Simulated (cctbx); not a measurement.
**Dy3Ti2Ge2: precision against data quality**

Space group Cmcm (no. 63), a = 4.0300 Å, b = 10.6580 Å, c = 13.9750 Å, α = 90.00°, β = 90.00°, γ = 90.00°.

| atom | mult. | x | y | z | Ueq (Å²) |
| --- | --- | --- | --- | --- | --- |
| Dy1 | 4 | 1/2 | 0.0490 | 1/4 | 0.0065 |
| Dy2 | 8 | 1/2 | 0.3255 | 0.0970 | 0.0048 |
| Ge1 | 4 | 1/2 | 0 | 0 | 0.0141 |
| Ge2 | 4 | 0 | 0.2739 | 1/4 | 0.0075 |
| Ti1 | 8 | 0 | 0.1171 | 0.1100 | 0.0083 |

The model was made for the exercise: a known structure type with other elements put in, its volume estimated, not relaxed; displacement parameters are assumed.

Five simulated data sets (cctbx; Mo Kα, λ = 0.71073 Å; 2 % proportional error) differ in resolution or exposure (noise floor 4 counts in the first three, 8 in the last two). Each is refined with the right model, isotropic at 1.1 Å and anisotropic otherwise. How do the figures of merit and the uncertainties move?

| d min (Å) | top counts | ⟨I/σ⟩ (unmerged, absences included) | unique | param. (scale apart) | Rint | R1 | GooF | largest s.u. xyz (fractional) | s.u. U of Ti1 (Å²) | largest error (Å) |
| --- | --- | --- | --- | --- | --- | --- | --- | --- | --- | --- |
| 1.1 | 20000 | 10.8 | 154 | 11 | 0.022 | 0.0118 | 1.28 | 0.00018 | 0.0005 | 0.0021 |
| 0.84 | 20000 | 9.4 | 318 | 24 | 0.024 | 0.0085 | 0.91 | 0.00008 | 0.0004 | 0.0022 |
| 0.6 | 20000 | 7.6 | 834 | 24 | 0.029 | 0.0110 | 0.93 | 0.00005 | 0.0002 | 0.0009 |
| 0.75 | 300 | 0.9 | 441 | 24 | 0.296 | 0.0659 | 0.92 | 0.00086 | 0.0045 | 0.0110 |
| 0.75 | 3000 | 4.3 | 441 | 24 | 0.056 | 0.0194 | 0.92 | 0.00016 | 0.0008 | 0.0023 |

The number of reflections grows roughly as 1/d³: 154, 318 and 834 here. R1 follows the noise rather than the truth: at 300 counts it is 0.0659, at 3000 counts 0.0194, while GooF is 0.92 and 0.92: the weights 1/σ² carry the noise. The s.u. of U (U11 where anisotropic) for Ti1 goes 0.0005, 0.0004, 0.0002 Å² with resolution and 0.0045, 0.0008 Å² with exposure.

The 1.1 Å row also differs in its displacement model, so it isn't a clean test of resolution.

Hardware for the 0.6 Å refinement: 0.46 s on 1 thread of Arm Neoverse V2 (shared host), peak memory 0.09 GiB.
